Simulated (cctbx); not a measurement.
## A crystallographic session in cctbx: GaNiBi

Library: cctbx 2025.11. The data are simulated by the first script.

## 1. Simulate the data

run.py:

```python
from cctbx import adptbx, crystal, miller, sgtbx, xray
from cctbx.array_family import flex
from iotbx.shelx import hklf
from scitbx import matrix
import scitbx.random

cs = crystal.symmetry(unit_cell=(6.825, 6.825, 4.085, 90, 90, 120), space_group_symbol='Hall: P -6 -2')  # P-62m
atoms = [  # label, site, U (iso, or U11 U22 U33 U12 U13 U23 in A^2), occupancy
    ("Bi1", (0.5711, 0, 0), (0.0157, 0.0158, 0.0143, 0.0079, 0.0000, 0.0000), 1),
    ("Ga1", (1/3, 2/3, 0.5), (0.0192, 0.0192, 0.0255, 0.0096, -0.0000, -0.0000), 1),
    ("Ga2", (0, 0, 0), (0.0217, 0.0217, 0.0181, 0.0109, 0.0000, 0.0000), 1),
    ("Ni1", (0, 0.2468, 0.5), (0.0240, 0.0201, 0.0196, 0.0120, 0.0000, 0.0000), 1),
]
xs = xray.structure(crystal_symmetry=cs)
for label, site, u, occ in atoms:
    u = adptbx.u_cif_as_u_star(cs.unit_cell(), u) if isinstance(u, tuple) else u
    xs.add_scatterer(xray.scatterer(label, site=site, u=u, occupancy=occ))
xs.set_inelastic_form_factors(0.56087, "sasaki")
xs.show_summary()
p1 = xs.expand_to_p1()
ms = miller.build_set(p1, anomalous_flag=True, d_min=0.77)
flex.set_random_seed(940190)
scitbx.random.set_random_seed(940190)
ms = ms.select(flex.random_double(ms.size()) < 0.7)
i = ms.structure_factors_from_scatterers(p1, algorithm="direct").f_calc().as_intensity_array().data()
i = i * 20000 / flex.max(i)
sig = flex.sqrt(i + flex.pow2(0.02 * i) + 15 ** 2)
noise = scitbx.random.variate(scitbx.random.normal_distribution())(i.size())
data = ms.array(data=i + sig * noise, sigmas=sig).set_observation_type_xray_intensity()
with open("data.hkl", "w") as f:
    data.export_as_shelx_hklf(f)
print("reflections written:", data.size(), " <I/sigma> = %.1f" % flex.mean(data.data() / data.sigmas()))
for h, a, b in list(data.sort("data"))[:12]:
    print("%4d%4d%4d %9.1f %7.1f" % (h + (a, b)))
```

```console
$ python run.py
```

```text
Number of scatterers: 4
At special positions: 4
Unit cell: (6.825, 6.825, 4.085, 90, 90, 120)
Space group: P -6 2 m (No. 189)
reflections written: 1019  <I/sigma> = 20.8
   0   0  -2   19925.2   424.5
  -2   2  -1   10432.6   220.4
  -2   0   1   10269.7   220.4
  -2   0  -1   10089.9   220.4
  -2   2   1    9851.5   220.4
   0   2   1    9793.2   220.4
   2  -2  -1    9695.9   220.4
   2  -2   1    9654.2   220.4
   0   2  -1    9612.1   220.4
   2   0  -1    9545.1   220.4
   0   0  -4    6700.3   150.3
   1   1   1    6534.1   154.0
```

Run time: 0.2 s on 1 thread of Arm Neoverse V2 (shared host), peak memory 0.07 GiB.

## 2. Refinement (right model, isotropic)

run.py:

```python
import math
from cctbx import adptbx, crystal, maptbx, sgtbx, xray
from cctbx.array_family import flex
from cctbx.xray import observations
from iotbx.shelx import hklf
from scitbx.lstbx import normal_eqns_solving
from smtbx import absolute_structure, utils
from smtbx.refinement import constraints, least_squares

cs = crystal.symmetry(unit_cell=(6.825, 6.825, 4.085, 90, 90, 120), space_group_symbol='Hall: P -6 -2')  # P-62m
atoms = [  # label, site, U (iso, or U11 U22 U33 U12 U13 U23 in A^2), occupancy
    ("Bi1", (0.5654, 0, 0), 0.0200, 1),
    ("Ga1", (1/3, 2/3, 0.5), 0.0200, 1),
    ("Ga2", (0, 0, 0), 0.0200, 1),
    ("Ni1", (0, 0.2423, 0.5), 0.0200, 1),
]
xs = xray.structure(crystal_symmetry=cs)
for label, site, u, occ in atoms:
    u = adptbx.u_cif_as_u_star(cs.unit_cell(), u) if isinstance(u, tuple) else u
    xs.add_scatterer(xray.scatterer(label, site=site, u=u, occupancy=occ))
xs.set_inelastic_form_factors(0.56087, "sasaki")
raw = hklf.reader(file_name="data.hkl").as_miller_arrays(crystal_symmetry=cs, anomalous=True)[0]
merged = raw.eliminate_sys_absent().merge_equivalents()
fo2 = merged.array().set_observation_type_xray_intensity()
print("Rint %.3f, %d unique reflections to %.2f A" % (merged.r_int(), fo2.size(), fo2.d_min()))
for sc in xs.scatterers():
    sc.flags.set_grad_site(True)
    sc.flags.set_grad_u_aniso(sc.flags.use_u_aniso())
    sc.flags.set_grad_u_iso(sc.flags.use_u_iso())
obs = fo2.as_xray_observations()
extra = {}
rep = constraints.reparametrisation(xs, [], utils.connectivity_table(xs), **extra)
ls = least_squares.crystallographic_ls(obs, rep, weighting_scheme=least_squares.mainstream_shelx_weighting(a=0, b=0))
print("cycle     R1     wR2    GooF  max shift (A)")
for cycle in range(8):
    ls.build_up()
    r1, wr2, goof = ls.r1_factor(cutoff_factor=2)[0], ls.wR2(), ls.goof()
    old = xs.sites_cart()
    normal_eqns_solving.levenberg_marquardt_iterations(ls, n_max_iterations=3, tau=1e-06, step_threshold=1e-7)
    big = flex.max((xs.sites_cart() - old).norms())
    print("%4d %7.4f %7.4f %7.3f %9.5f" % (cycle + 1, r1, wr2, goof, big))
    ls.build_up(objective_only=True)
    if abs(ls.wR2() - wr2) < 5e-5 and big < 5e-4:
        break
ls.build_up()
print("final R1 %.4f wR2 %.4f GooF %.3f  parameters %d  data/parameter %.1f" % (ls.r1_factor(cutoff_factor=2)[0], ls.wR2(), ls.goof(), ls.n_parameters, fo2.size() / ls.n_parameters))
cov = ls.covariance_matrix_and_annotations()
su = dict(zip(cov.annotations, (math.sqrt(max(v, 0)) for v in cov.matrix.matrix_packed_u_diagonal())))
a2 = cs.unit_cell().reciprocal_parameters()[0] ** -2
print("atom        x        y        z      Ueq    occ   su(xyz)  su(Uiso or U11)")
for sc in xs.scatterers():
    s = max(su.get(sc.label + k, 0) for k in (".x", ".y", ".z"))
    npd = "" if sc.is_positive_definite_u(cs.unit_cell()) else "  NPD"
    print("%-5s %8.5f %8.5f %8.5f %8.4f %6.3f %8.5f %7.4f%s" % ((sc.label,) + sc.site + (sc.u_iso_or_equiv(cs.unit_cell()), sc.occupancy, s, su.get(sc.label + ".uiso", su.get(sc.label + ".u11", 0) * a2), npd)))
fo = fo2.f_sq_as_f()
fc = fo.structure_factors_from_scatterers(xs, algorithm="direct").f_calc()
diff = fo.f_obs_minus_f_calc(1 / math.sqrt(ls.scale_factor()), fc).average_bijvoet_mates()
m = diff.fft_map(symmetry_flags=maptbx.use_space_group_symmetry, resolution_factor=0.25).apply_volume_scaling()
print("difference map: max %.2f min %.2f rms %.2f" % (m.statistics().max(), m.statistics().min(), m.statistics().sigma()))
peaks = m.peak_search(parameters=maptbx.peak_search_parameters(min_distance_sym_equiv=0.6, max_clusters=6)).all()
near = xs.closest_distances(peaks.sites(), distance_cutoff=4)
sps = cs.special_position_settings(min_distance_sym_equiv=0.5)
for k, (x, h) in enumerate(zip(peaks.sites(), peaks.heights())):
    ss = sps.site_symmetry(x)
    print("Q%-3d %7.4f %7.4f %7.4f %4d %7.2f  %.2f A from %s" % ((k + 1,) + tuple(t % 1 for t in ss.exact_site()) + (ss.multiplicity(), h, near.smallest_distances[k], xs.scatterers()[near.i_seqs[k]].label)))
```

```console
$ python run.py
```

```text
Rint 0.027, 164 unique reflections to 0.77 A
cycle     R1     wR2    GooF  max shift (A)
   1  0.0913  0.1991  11.126   0.03884
   2  0.0105  0.0252   1.409   0.00000
final R1 0.0105 wR2 0.0252 GooF 1.409  parameters 6  data/parameter 27.3
atom        x        y        z      Ueq    occ   su(xyz)  su(Uiso or U11)
Bi1    0.57109  0.00000  0.00000   0.0152  1.000  0.00007  0.0001
Ga1    0.33333  0.66667  0.50000   0.0204  1.000  0.00000  0.0004
Ga2    0.00000  0.00000  0.00000   0.0208  1.000  0.00000  0.0006
Ni1    0.00000  0.24636  0.50000   0.0213  1.000  0.00026  0.0004
difference map: max 1.31 min -1.26 rms 0.20
Q1    0.0000  0.5040  0.0000    3    1.31  0.46 A from Bi1
Q2    0.0000  0.6492  0.0000    3    0.94  0.53 A from Bi1
Q3    0.0000  0.0000  0.2845    2    0.68  1.16 A from Ga2
Q4    0.1161  0.6304  0.0000    6    0.66  0.69 A from Bi1
Q5    0.3333  0.6667  0.3876    4    0.66  0.46 A from Ga1
Q6    0.0000  0.5578  0.2496    6    0.64  1.02 A from Bi1
```

Time: 0.31 s.

## 3. Refinement (right model, anisotropic)

run.py, as its changes from the last script of this kind:

```diff
@@ -12,4 +12,4 @@
-    ("Bi1", (0.5654, 0, 0), 0.0200, 1),
-    ("Ga1", (1/3, 2/3, 0.5), 0.0200, 1),
-    ("Ga2", (0, 0, 0), 0.0200, 1),
-    ("Ni1", (0, 0.2423, 0.5), 0.0200, 1),
+    ("Bi1", (0.57109, 0, 0), 0.0152, 1),
+    ("Ga1", (1/3, 2/3, 0.5), 0.0204, 1),
+    ("Ga2", (0, 0, 0), 0.0208, 1),
+    ("Ni1", (0, 0.24636, 0.5), 0.0213, 1),
@@ -21,0 +22 @@
+xs.convert_to_anisotropic()
@@ -54,0 +56,4 @@
+fc = fo2.structure_factors_from_scatterers(xs, algorithm="direct").f_calc()
+absolute_structure.flack_analysis(xs, fo2.as_xray_observations()).show()
+h = absolute_structure.hooft_analysis(fo2, fc, scale_factor=ls.scale_factor())
+print("Hooft y: %.3f(%.0f)  Bijvoet pairs: %d" % (h.hooft_y, 1000 * h.sigma_y, h.n_bijvoet_pairs))
```

```console
$ python run.py
```

```text
Rint 0.027, 164 unique reflections to 0.77 A
cycle     R1     wR2    GooF  max shift (A)
   1  0.0105  0.0252   1.437   0.00293
   2  0.0072  0.0161   0.917   0.00000
final R1 0.0072 wR2 0.0161 GooF 0.917  parameters 12  data/parameter 13.7
atom        x        y        z      Ueq    occ   su(xyz)  su(Uiso or U11)
Bi1    0.57111  0.00000  0.00000   0.0152  1.000  0.00004  0.0001
Ga1    0.33333  0.66667  0.50000   0.0208  1.000  0.00000  0.0004
Ga2    0.00000  0.00000  0.00000   0.0205  1.000  0.00000  0.0006
Ni1    0.00000  0.24679  0.50000   0.0207  1.000  0.00017  0.0006
Flack x: -0.01(2)
Hooft y: -0.007(16)  Bijvoet pairs: 63
difference map: max 0.50 min -0.43 rms 0.14
Q1    0.1573  0.6624  0.0000    6    0.52  0.93 A from Bi1
Q2    0.0000  0.0000  0.1114    2    0.51  0.45 A from Ga2
Q3    0.0000  0.5672  0.2174    6    0.44  0.89 A from Bi1
Q4    0.0000  0.6548  0.1411    6    0.44  0.81 A from Bi1
Q5    0.0000  0.1749  0.0000    3    0.43  1.19 A from Ga2
Q6    0.3333  0.6667  0.5000    2    0.41  0.00 A from Ga1
```

Time: 0.33 s.

## 4. Refinement

run.py, as its changes from the last script of this kind:

```diff
@@ -12,2 +12,2 @@
-    ("Bi1", (0.57109, 0, 0), 0.0152, 1),
-    ("Ga1", (1/3, 2/3, 0.5), 0.0204, 1),
+    ("Bi1", (0.42891, 0, 0), 0.0152, 1),
+    ("Ga1", (2/3, 1/3, 0.5), 0.0204, 1),
@@ -15 +15 @@
-    ("Ni1", (0, 0.24636, 0.5), 0.0213, 1),
+    ("Ni1", (0, 0.75364, 0.5), 0.0213, 1),
@@ -36 +36 @@
-for cycle in range(8):
+for cycle in range(12):
```

```console
$ python run.py
```

```text
Rint 0.027, 164 unique reflections to 0.77 A
cycle     R1     wR2    GooF  max shift (A)
   1  0.0362  0.0967   5.512   0.00340
   2  0.0339  0.0940   5.355   0.00000
final R1 0.0339 wR2 0.0940 GooF 5.355  parameters 12  data/parameter 13.7
atom        x        y        z      Ueq    occ   su(xyz)  su(Uiso or U11)
Bi1    0.42887  0.00000  0.00000   0.0154  1.000  0.00025  0.0007
Ga1    0.66667  0.33333  0.50000   0.0224  1.000  0.00000  0.0025
Ga2    0.00000  0.00000  0.00000   0.0222  1.000  0.00000  0.0036
Ni1    0.00000  0.75314  0.50000   0.0225  1.000  0.00107  0.0038
Flack x: 1.02(2)
Hooft y: 1.023(16)  Bijvoet pairs: 63
difference map: max 1.43 min -0.90 rms 0.21
Q1    0.0000  0.4320  0.0000    3    1.52  0.02 A from Bi1
Q2    0.0000  0.8423  0.0000    3    1.08  1.08 A from Ga2
Q3    0.0000  0.6695  0.0000    3    0.85  1.64 A from Bi1
Q4    0.0984  0.3544  0.5000    6    0.81  1.52 A from Ni1
Q5    0.1791  0.5070  0.0000    6    0.69  1.06 A from Bi1
Q6    0.0000  0.6625  0.5000    3    0.66  0.62 A from Ni1
```

Time: 0.33 s.

This run holds a fault made on purpose: the structure inverted.

## 5. Refinement

run.py, as its changes from the last script of this kind:

```diff
@@ -12,4 +12,4 @@
-    ("Bi1", (0.42891, 0, 0), 0.0152, 1),
-    ("Ga1", (2/3, 1/3, 0.5), 0.0204, 1),
-    ("Ga2", (0, 0, 0), 0.0208, 1),
-    ("Ni1", (0, 0.75364, 0.5), 0.0213, 1),
+    ("Bi1", (0.57109, 0, 0), 0.0152, 1),
+    ("Ni1", (1/3, 2/3, 0.5), 0.0204, 1),
+    ("Ga1", (0, 0, 0), 0.0208, 1),
+    ("Ga2", (0, 0.24636, 0.5), 0.0213, 1),
@@ -56,4 +55,0 @@
-fc = fo2.structure_factors_from_scatterers(xs, algorithm="direct").f_calc()
-absolute_structure.flack_analysis(xs, fo2.as_xray_observations()).show()
-h = absolute_structure.hooft_analysis(fo2, fc, scale_factor=ls.scale_factor())
-print("Hooft y: %.3f(%.0f)  Bijvoet pairs: %d" % (h.hooft_y, 1000 * h.sigma_y, h.n_bijvoet_pairs))
```

```console
$ python run.py
```

```text
Rint 0.027, 164 unique reflections to 0.77 A
cycle     R1     wR2    GooF  max shift (A)
   1  0.0374  0.0865   4.928   0.00753
   2  0.0152  0.0376   2.144   0.00000
final R1 0.0152 wR2 0.0376 GooF 2.144  parameters 12  data/parameter 13.7
atom        x        y        z      Ueq    occ   su(xyz)  su(Uiso or U11)
Bi1    0.57124  0.00000  0.00000   0.0150  1.000  0.00010  0.0003
Ni1    0.33333  0.66667  0.50000   0.0131  1.000  0.00000  0.0010
Ga1    0.00000  0.00000  0.00000   0.0203  1.000  0.00000  0.0014
Ga2    0.00000  0.24746  0.50000   0.0296  1.000  0.00041  0.0015
difference map: max 1.49 min -1.30 rms 0.32
Q1    0.3333  0.6667  0.5000    2    1.55  0.00 A from Ni1
Q2    0.0000  0.5183  0.0000    3    1.05  0.36 A from Bi1
Q3    0.1581  0.8080  0.5000    6    1.00  1.14 A from Ga2
Q4    0.0000  0.0000  0.1017    2    0.93  0.42 A from Ga1
Q5    0.0000  0.6731  0.5000    3    0.81  2.02 A from Ga2
Q6    0.1650  0.6842  0.0000    6    0.74  1.00 A from Bi1
```

Time: 0.32 s.

This run holds a fault made on purpose: elements exchanged: Ga2 is Ni and Ni1 is Ga.

## 6. Refinement

run.py, as its changes from the last script of this kind:

```diff
@@ -13,3 +13,3 @@
-    ("Ni1", (1/3, 2/3, 0.5), 0.0204, 1),
-    ("Ga1", (0, 0, 0), 0.0208, 1),
-    ("Ga2", (0, 0.24636, 0.5), 0.0213, 1),
+    ("Ga1", (1/3, 2/3, 0.5), 0.0204, 1),
+    ("Ga2", (0, 0, 0), 0.0208, 1),
+    ("Co1", (0, 0.24636, 0.5), 0.0213, 1),
```

```console
$ python run.py
```

```text
Rint 0.027, 164 unique reflections to 0.77 A
cycle     R1     wR2    GooF  max shift (A)
   1  0.0140  0.0323   1.842   0.00297
   2  0.0087  0.0194   1.105   0.00000
final R1 0.0087 wR2 0.0194 GooF 1.105  parameters 12  data/parameter 13.7
atom        x        y        z      Ueq    occ   su(xyz)  su(Uiso or U11)
Bi1    0.57109  0.00000  0.00000   0.0154  1.000  0.00005  0.0001
Ga1    0.33333  0.66667  0.50000   0.0206  1.000  0.00000  0.0005
Ga2    0.00000  0.00000  0.00000   0.0206  1.000  0.00000  0.0007
Co1    0.00000  0.24680  0.50000   0.0175  1.000  0.00021  0.0007
difference map: max 0.76 min -0.43 rms 0.17
Q1    0.0000  0.3088  0.5000    3    0.77  0.42 A from Co1
Q2    0.0000  0.1648  0.5000    3    0.64  0.56 A from Co1
Q3    0.0000  0.1773  0.0000    3    0.64  1.21 A from Ga2
Q4    0.1517  0.6526  0.0000    6    0.48  0.90 A from Bi1
Q5    0.0000  0.5661  0.2199    6    0.44  0.90 A from Bi1
Q6    0.0000  0.4135  0.2322    6    0.43  1.43 A from Bi1
```

It took 0.31 s on 1 thread of Arm Neoverse V2, with other jobs on the host, peak memory 0.09 GiB.

This run holds a fault made on purpose: wrong element: Co1 is Ni.

[Logs are printed without paths, hosts, clocks, repeated set-up lines and the standing remarks that a program may print on its own settings, such as how far it seeks lower states.]
